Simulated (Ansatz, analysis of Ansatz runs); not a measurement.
# Na2WO4 (Fd-3m): a line between two O sites for an added hole

Aim: the energy barrier that a trapped hole meets when it moves from one O atom to another one nearby in Na2WO4 (Fd-3m). The model is a cell of 56 host atoms.

Main program and level: Ansatz 0.2.0; plane-wave PAW DFT, PBEsol+U; relaxation of all atoms of a supercell at fixed charge in a uniform background; PAW set soft_1.

Most raw output is cut from this account.

## 1. The starting structure

The cell holds 56 atoms: 16 Na, 8 W and 32 O. Its edges and angles: a = 9.109 Å, b = 9.109 Å, c = 9.109 Å, α = 90.0°, β = 90.0°, γ = 90.0°. It derives from Na2WO4 (space group Fd-3m). Nearest the centre at fractional (0.387, 0.500, 0.500): W24 at 1.03 Å, O53 at 1.46 Å, O42 at 1.46 Å, O52 at 2.53 Å, O47 at 2.53 Å, Na1 at 2.88 Å, Na14 at 2.88 Å, O29 at 2.88 Å.

Hubbard terms: O p 7.0 eV. They were chosen, not fitted, to curb self-interaction in the shells named, the trial site's among them. The two sites are O53 and O42. The cell's shortest repeat is 9.1 Å.

## 2. The cell without the carrier

The neutral cell is relaxed first, from small random displacements, so that bond lengths and moments with the carrier can be set beside those of a relaxed cell without it.

neutral.relax/input.yaml reads:

```yaml
crystal:
  lattice:
    - [9.10882359, 0.0, 0.0]
    - [0.0, 9.10882359, 0.0]
    - [0.0, 0.0, 9.10882359]
  atoms:
    - { symbol: Na, position: [0.125, 0.375, 0.375] }
    - { symbol: Na, position: [0.125, 0.875, 0.875] }
    - { symbol: Na, position: [0.625, 0.375, 0.875] }
    - { symbol: Na, position: [0.625, 0.875, 0.375] }
    - { symbol: Na, position: [0.375, 0.125, 0.375] }
    - { symbol: Na, position: [0.375, 0.625, 0.875] }
    - { symbol: Na, position: [0.875, 0.125, 0.875] }
    - { symbol: Na, position: [0.875, 0.625, 0.375] }
[... 44 atom lines left out ...]
    - { symbol: O, position: [0.386724, 0.386724, 0.386724] }
    - { symbol: O, position: [0.386724, 0.886724, 0.886724] }
    - { symbol: O, position: [0.886724, 0.386724, 0.886724] }
    - { symbol: O, position: [0.886724, 0.886724, 0.386724] }
basis:
  ecutwfc: 420
  xc_grid: 2
hamiltonian:
  xc: pbesol
  hubbard:
    sites: [{ species: O, l: p, u_eff: 7.0 }]
    projectors: ortho-atomic
  pseudopotentials: { kind: paw, azcp: { folder: soft_1 }, xc_functional: pbe }
kpoints:
  mp_grid: { grid: [1, 1, 1] }
scf:
  occupations: { method: fermi_dirac, width: 0.01 }
  max_iter: 120
  lower_state_search: "off"
output:
  forces: true
relax:
  f_tol: 0.02
  max_steps: 70
  random_displacement: { amplitude: 0.04, seed: 5858 }
checkpoint:
  write: "../neutral.relax.run"
  compress: false
  write_wavefunctions: true
  write_every: 100000
```

The run is started by

```
ansatz run input.yaml --threads 8 --pin off --max-ram 18841MiB --backend cpu --events-out ev --progress --plain --runs-dir out
```

It took 9.9 s on 8 threads of Arm Neoverse V2, shared host; peak memory 1 GiB; 68 s of CPU time.

The largest displacement from an ideal site is 0.013 Å.

## 3. The hole on the first site

The nearest neighbour or neighbours of the site start displaced and the site's starting moment is changed by the carrier's spin, since a carrier doesn't trap itself in the undistorted lattice.

A.relax/input.yaml reads:

```yaml
crystal:
  lattice:
    - [9.10882359, 0.0, 0.0]
    - [0.0, 9.10882359, 0.0]
    - [0.0, 0.0, 9.10882359]
  atoms:
    - { symbol: Na, position: [0.125459, 0.375184, 0.374926] }
    - { symbol: Na, position: [0.12512, 0.8752, 0.874743] }
    - { symbol: Na, position: [0.625252, 0.375236, 0.874939] }
    - { symbol: Na, position: [0.625282, 0.875337, 0.374894] }
    - { symbol: Na, position: [0.375339, 0.125373, 0.374925] }
    - { symbol: Na, position: [0.375182, 0.625392, 0.874995] }
    - { symbol: Na, position: [0.875174, 0.125236, 0.874906] }
    - { symbol: Na, position: [0.87541, 0.625236, 0.374953] }
[... 44 atom lines left out ...]
    - { symbol: O, position: [0.387712, 0.387659, 0.387286], spin: 1.0 }
    - { symbol: O, position: [0.387631, 0.887586, 0.887532] }
    - { symbol: O, position: [0.887684, 0.38769, 0.887372] }
    - { symbol: O, position: [0.88766, 0.887652, 0.387609] }
total_charge: 1
basis:
  ecutwfc: 420
  xc_grid: 2
hamiltonian:
  xc: pbesol
  hubbard:
    sites: [{ species: O, l: p, u_eff: 7.0 }]
    projectors: ortho-atomic
  pseudopotentials: { kind: paw, azcp: { folder: soft_1 }, xc_functional: pbe }
kpoints:
  mp_grid: { grid: [1, 1, 1] }
magnetization:
  spin_polarized: true
  initial_magnetization: 1
  spin_locking: { lock_magnetization: hard }
scf:
  occupations: { method: fermi_dirac, width: 0.01 }
  max_iter: 120
  lower_state_search: "off"
output:
  forces: true
relax:
  f_tol: 0.015
  max_steps: 70
  escape_saddle: false
checkpoint:
  write: "../A.relax.run"
  compress: false
  write_wavefunctions: true
  write_every: 100000
```

Wall time 46 s (8 threads); peak memory 1.5 GiB; 5.8 min of CPU time.

Relaxation path:

```
step  energy less that of the first step (eV)  largest force component (eV/Å)
   1                                   0.0000                          1.6517
   2                                  -0.4247                          0.7235
   3                                  -0.4988                          0.1794
   4                                  -0.5161                          0.0566
   5                                  -0.5174                          0.0188
   6                                  -0.5177                          0.0104
```

The atoms that moved most (Å):

```
atom      dx      dy      dz  length
 Na1  -0.175  -0.051  -0.065   0.193
 Na9  -0.064  -0.030  -0.156   0.171
 Na5  -0.051  -0.149  -0.028   0.160
 O31  -0.089   0.039   0.074   0.122
 O29   0.070   0.030  -0.092   0.120
 O34   0.054  -0.077   0.027   0.098
 O35  -0.068   0.051   0.044   0.096
 O47   0.060   0.061   0.041   0.095
```

The moves above count from the input, in which the site's nearest neighbours were already displaced; the distances below compare with the cell without the carrier.

Distances from O53 without and with the hole:

```
atom  without (Å)  with (Å)
 W24         1.78      1.95
 Na1         2.39      2.56
 Na5         2.39      2.50
 Na9         2.40      2.52
```

The largest changes of the moments are 0.78 μB on O53, 0.07 μB on O42 and -0.03 μB on W24. The largest part sits on the chosen site.

## 4. The hole on the second site

The same start is made on the second site, to get the end of the hop.

B.relax/input.yaml reads:

```yaml
crystal:
  lattice:
    - [9.10882359, 0.0, 0.0]
    - [0.0, 9.10882359, 0.0]
    - [0.0, 0.0, 9.10882359]
  atoms:
    - { symbol: Na, position: [0.125459, 0.375184, 0.374926] }
    - { symbol: Na, position: [0.12512, 0.8752, 0.874743] }
[... 21 atom lines left out ...]
    - { symbol: W, position: [0.512973, 0.48757, 0.487213] }
[... 17 atom lines left out ...]
    - { symbol: O, position: [0.387808, 0.612779, 0.612438], spin: 1.0 }
[... 4 atom lines left out ...]
    - { symbol: O, position: [0.612926, 0.387629, 0.612397] }
[... 4 atom lines left out ...]
    - { symbol: O, position: [0.612868, 0.612795, 0.387266] }
    - { symbol: O, position: [0.387712, 0.387659, 0.387286] }
[... 2 atom lines left out ...]
    - { symbol: O, position: [0.88766, 0.887652, 0.387609] }
total_charge: 1
basis:
  ecutwfc: 420
  xc_grid: 2
hamiltonian:
  xc: pbesol
  hubbard:
    sites: [{ species: O, l: p, u_eff: 7.0 }]
    projectors: ortho-atomic
  pseudopotentials: { kind: paw, azcp: { folder: soft_1 }, xc_functional: pbe }
kpoints:
  mp_grid: { grid: [1, 1, 1] }
magnetization:
  spin_polarized: true
  initial_magnetization: 1
  spin_locking: { lock_magnetization: hard }
scf:
  occupations: { method: fermi_dirac, width: 0.01 }
  max_iter: 120
  lower_state_search: "off"
output:
  forces: true
relax:
  f_tol: 0.015
  max_steps: 70
  escape_saddle: false
checkpoint:
  write: "../B.relax.run"
  compress: false
  write_wavefunctions: true
  write_every: 100000
```

Run time: 44 s. Hardware: 8 threads; peak memory 1.5 GiB.

Distances from O42 without and with the hole:

```
atom  without (Å)  with (Å)
 W24         1.78      1.95
Na10         2.39      2.49
Na14         2.40      2.53
 Na6         2.40      2.55
```

The largest changes of the moments are 0.78 μB on O42, 0.06 μB on O47 and 0.03 μB on O53. The largest part sits on the chosen site.

## 5. Points on the line between the two structures

All atoms move on the straight line between the two relaxed structures, 3.65 amu^1/2 Å long in mass-weighted terms. Each point starts from the state of the point before, once from either end, so that both localised states can be followed; the midpoint is also started with the carrier shared.

A.x0500/input.yaml reads:

```yaml
crystal:
  lattice:
    - [9.10882359, 0.0, 0.0]
    - [0.0, 9.10882359, 0.0]
    - [0.0, 0.0, 9.10882359]
  atoms:
    - { symbol: Na, position: [0.11347, 0.370996, 0.370622] }
    - { symbol: Na, position: [0.124192, 0.876849, 0.876361] }
[... 21 atom lines left out ...]
    - { symbol: W, position: [0.509047, 0.500567, 0.498783] }
[... 9 atom lines left out ...]
    - { symbol: O, position: [0.144993, 0.631699, 0.369437] }
[... 7 atom lines left out ...]
    - { symbol: O, position: [0.389475, 0.615989, 0.614305] }
[... 4 atom lines left out ...]
    - { symbol: O, position: [0.617449, 0.39081, 0.611609] }
[... 4 atom lines left out ...]
    - { symbol: O, position: [0.618399, 0.61116, 0.38772] }
    - { symbol: O, position: [0.390418, 0.384299, 0.383179], spin: 1.0 }
[... 2 atom lines left out ...]
    - { symbol: O, position: [0.888301, 0.887323, 0.388084] }
total_charge: 1
basis:
  ecutwfc: 420
  xc_grid: 2
hamiltonian:
  xc: pbesol
  hubbard:
    sites: [{ species: O, l: p, u_eff: 7.0 }]
    projectors: ortho-atomic
  pseudopotentials: { kind: paw, azcp: { folder: soft_1 }, xc_functional: pbe }
kpoints:
  mp_grid: { grid: [1, 1, 1] }
magnetization:
  spin_polarized: true
  initial_magnetization: 1
  spin_locking: { lock_magnetization: hard }
scf:
  occupations: { method: fermi_dirac, width: 0.01 }
  max_iter: 120
  lower_state_search: "off"
output:
  forces: true
  eigenvalues: true
  eigenstates: { localisation: true }
  write_density: true
  write_potential: true
  volumetric_format: npy
checkpoint:
  read: "../A.x0375.run"
  write: "../A.x0500.run"
  compress: false
  write_wavefunctions: true
  write_every: 100000
```

Wall time 12 s (8 threads); peak memory 1.5 GiB; 89 s of CPU time.

States next to the filling edge at the first k-point, on the run's own zero (eigenstates.tsv). The participation number counts the atoms that a state is spread over, of 56; bands count from 0.

```
spin  band  energy (eV)  occupation  participation  largest share on  share
down   217        2.350        1.00           20.7               O27   0.09
down   218        2.354        1.00           16.6               O44   0.10
down   219        2.371        1.00           22.2               O41   0.09
down   220        2.376        1.00           19.4               O48   0.12
down   221        2.378        1.00           27.5               O46   0.06
down   222        2.678        1.00            9.3               O53   0.19
down   223        4.877        0.00            2.5               O42   0.45
down   224        7.248        0.00            2.7               W24   0.57
down   225        8.074        0.00            4.8               W24   0.41
down   226        8.307        0.00           17.1               W17   0.10
down   227        8.324        0.00           17.3               W22   0.12
  up   218        2.341        1.00           18.2               O30   0.10
  up   219        2.349        1.00           21.0               O27   0.09
  up   220        2.354        1.00           16.6               O44   0.10
  up   221        2.373        1.00           22.4               O49   0.09
  up   222        2.373        1.00           21.3               O46   0.09
  up   223        2.375        1.00           26.7               O51   0.06
  up   224        7.022        0.00            2.4               W24   0.61
  up   225        7.325        0.00            2.6               W24   0.58
  up   226        8.297        0.00           15.6               W18   0.13
  up   227        8.306        0.00           17.1               W17   0.11
  up   228        8.389        0.00            8.5               W18   0.22
```

Under PBEsol+U (7 eV) at the zone centre alone, the highest filled state is spin down, spread over 9 of 56 atoms, and the lowest empty one, 2.20 eV above it, is spin down, spread over 2 of 56 atoms.

The largest moments in the atoms' spheres: O42 0.56, O53 0.55, W24 -0.11, O52 -0.01, O47 -0.01, O31 0.00 μB.

Spin density in the bc plane at fractional x = 0.387, through the centre, with atoms of Na and O within 0.45 Å of it.

Ten even steps from '0' (-0.77 × 1e-1 e/Å³) to '9' (8.18 × 1e-1 e/Å³), each cell a mean:
```
00000000000000000000000000
00000000000000000000000000
00000000000000000000000000
00000000000000000000000000
00000000000000000000000000
00000000000000000000000000
00000000000000000000000000
00000000000000011110000000
00000000000000147210000000
00000000000000168100000000
00000000000000011000000000
00000000000000000000000000
00000000001000000000000000
00000000024200000000000000
00000000159310000000000000
00000000133100000000000000
00000000011000000000000000
00000000000000000000000000
00000000000000000000000000
00000000000000000000000000
00000000000000000000000000
00000000000000000000000000
00000000000000000000000000
00000000000000000000000000
```
Columns run along b (9.1 Å), rows up along c (9.1 Å). Atoms in or near the plane, at fractional coordinates: Na at (0.11, 0.37), Na at (0.63, 0.89), Na at (0.37, 0.11), Na at (0.89, 0.63), O at (0.14, 0.63), O at (0.63, 0.14), O at (0.37, 0.86), O at (0.86, 0.37), O at (0.11, 0.11), O at (0.62, 0.61), O at (0.38, 0.38), O at (0.89, 0.89).

Electrostatic potential energy in the bc plane at fractional x = 0.387, through the centre, with atoms of Na and O within 0.45 Å of it. With pseudopotentials it is smooth inside the atoms' cores, unlike the true potential.

Ten even steps from '0' (-48 eV) to '9' (11 eV), each cell a mean:
```
77899999999999987899998777
88899999977999830179984247
99999999533699710059972137
99999998423699841279984359
99999888755899987899999899
99999888899999999999999999
99988888899999999999998889
99743689999999965799973148
99522599999999621389950017
99744799999988621389971038
99988999999888755799997689
99999999999877789999999999
99889999987877889999999999
97325899832488889999975799
95001799620379999999832379
96103899733599999999832489
98657999988999999988876799
99999999999999999988889999
99999999988999997788899999
99658999745799953379999999
96224998300489842269999999
85214998300489974589999998
77557999744799999999999987
67899999999999999999999987
```
Columns run along b (9.1 Å; values clipped at the 3rd and 97th percentile), rows up along c (9.1 Å). Atoms in or near the plane, at fractional coordinates: Na at (0.11, 0.37), Na at (0.63, 0.89), Na at (0.37, 0.11), Na at (0.89, 0.63), O at (0.14, 0.63), O at (0.63, 0.14), O at (0.37, 0.86), O at (0.86, 0.37), O at (0.11, 0.11), O at (0.62, 0.61), O at (0.38, 0.38), O at (0.89, 0.89).

Valence density in the bc plane at fractional x = 0.387, through the centre, with atoms of Na and O within 0.45 Å of it. It is the smooth field of the valence electrons, not physical close to the nuclei.

Values in e/Å³, 13 rows by 16 columns, each cell a mean:
```
 0  0  0  0  0  1  1  0  0  2  3  0  0  1  3  1
 0  0  0  0  1  4  4  1  0  6 12  1  0  3  6  2
 0  0  0  0  0  2  2  0  0  0  1  0  0  0  1  0
 0  0  1  1  0  0  0  0  0  0  0  0  0  0  1  0
 0  2  5  2  0  0  0  0  1  4  4  1  0  4 13  2
 0  1  2  1  0  0  0  0  1  3  3  0  0  1  4  0
 0  0  0  0  0  0  1  0  0  0  0  0  0  0  0  0
 0  6  6  0  0  3  5  1  0  0  0  0  1  3  2  0
 0  6  6  0  0  2  4  1  0  0  0  0  1  4  3  0
 0  0  0  0  0  0  0  0  0  0  0  0  0  0  0  0
 0  2  2  0  0  1  2  0  0  2  4  1  0  0  0  0
 1  5  5  1  0  7 11  1  0  2  4  1  0  0  0  0
 1  1  1  0  0  1  1  0  0  0  0  0  0  0  0  0
```
Columns run along b (9.1 Å), rows up along c (9.1 Å). Atoms in or near the plane, at fractional coordinates: Na at (0.11, 0.37), Na at (0.63, 0.89), Na at (0.37, 0.11), Na at (0.89, 0.63), O at (0.14, 0.63), O at (0.63, 0.14), O at (0.37, 0.86), O at (0.86, 0.37), O at (0.11, 0.11), O at (0.62, 0.61), O at (0.38, 0.38), O at (0.89, 0.89).

Free energies from the first end:

```
started from  fraction  energy (eV)  moment change on O53 (μB)  on O42 (μB)
  first site         0        0.000                       0.78         0.07
  first site     0.125        0.025                       0.76         0.10
  first site      0.25        0.095                       0.74         0.15
  first site     0.375        0.198                       0.71         0.27
  first site       0.5        0.260                       0.55         0.56
  first site     0.625        0.200                       0.26         0.71
 second site     0.875        0.027                       0.05         0.77
 second site      0.75        0.099                       0.12         0.75
 second site     0.625        0.200                       0.26         0.71
 second site       0.5        0.260                       0.55         0.56
 second site     0.375        0.198                       0.71         0.27
      shared       0.5        0.260                       0.55         0.56
 second site         1        0.001                       0.03         0.78
```

## 6. Results

```yaml
barrier_forward: 0.26 eV
barrier_backward: 0.26 eV
distance_of_the_two_sites_without_the_carrier: 2.90 Å
carrier_at_the_midpoint: shared
```

In words: On this line the hole must cross 0.26 eV to hop 2.90 Å; both ends have the same energy within 0.005 eV. At the midpoint the lowest state found shares the carrier between both sites, and no finished start kept it on one. That fits an adiabatic hop but does not prove it, since self-interaction left by this U favours sharing too. With an assumed attempt frequency of 1e13 per second the rate at 300 K would be 4e+08 per second for this barrier, if every crossing succeeded. A straight line need not be the lowest path, so the true barrier at this U can be lower, or higher if the ends can still break their symmetry. No run compares the localised hole with one spread in the band, so its binding is unknown and the barrier may exceed it. The program's search for lower electronic states was switched off in all runs, so that each state is followed; none is shown to be the lowest at its structure. No image-charge correction is applied; it nearly cancels along the line while the charge stays localised. What this leaves open: sampling at the zone centre alone can move energies of charged and open-shell states by tenths of an eV or more in cells of this size; gap and trapping depend on the U chosen (O p 7.0 eV); spin–orbit coupling, which can matter with heavy atoms, is left out.

[Logs are printed without paths, hosts, clocks, repeated set-up lines and the standing remarks that a program may print on its own settings, such as how far it seeks lower states.]

[Hosts, paths, dates, database ids (printed as entryN), source tags and the programs' standing remarks are cut or masked in the printed files.]
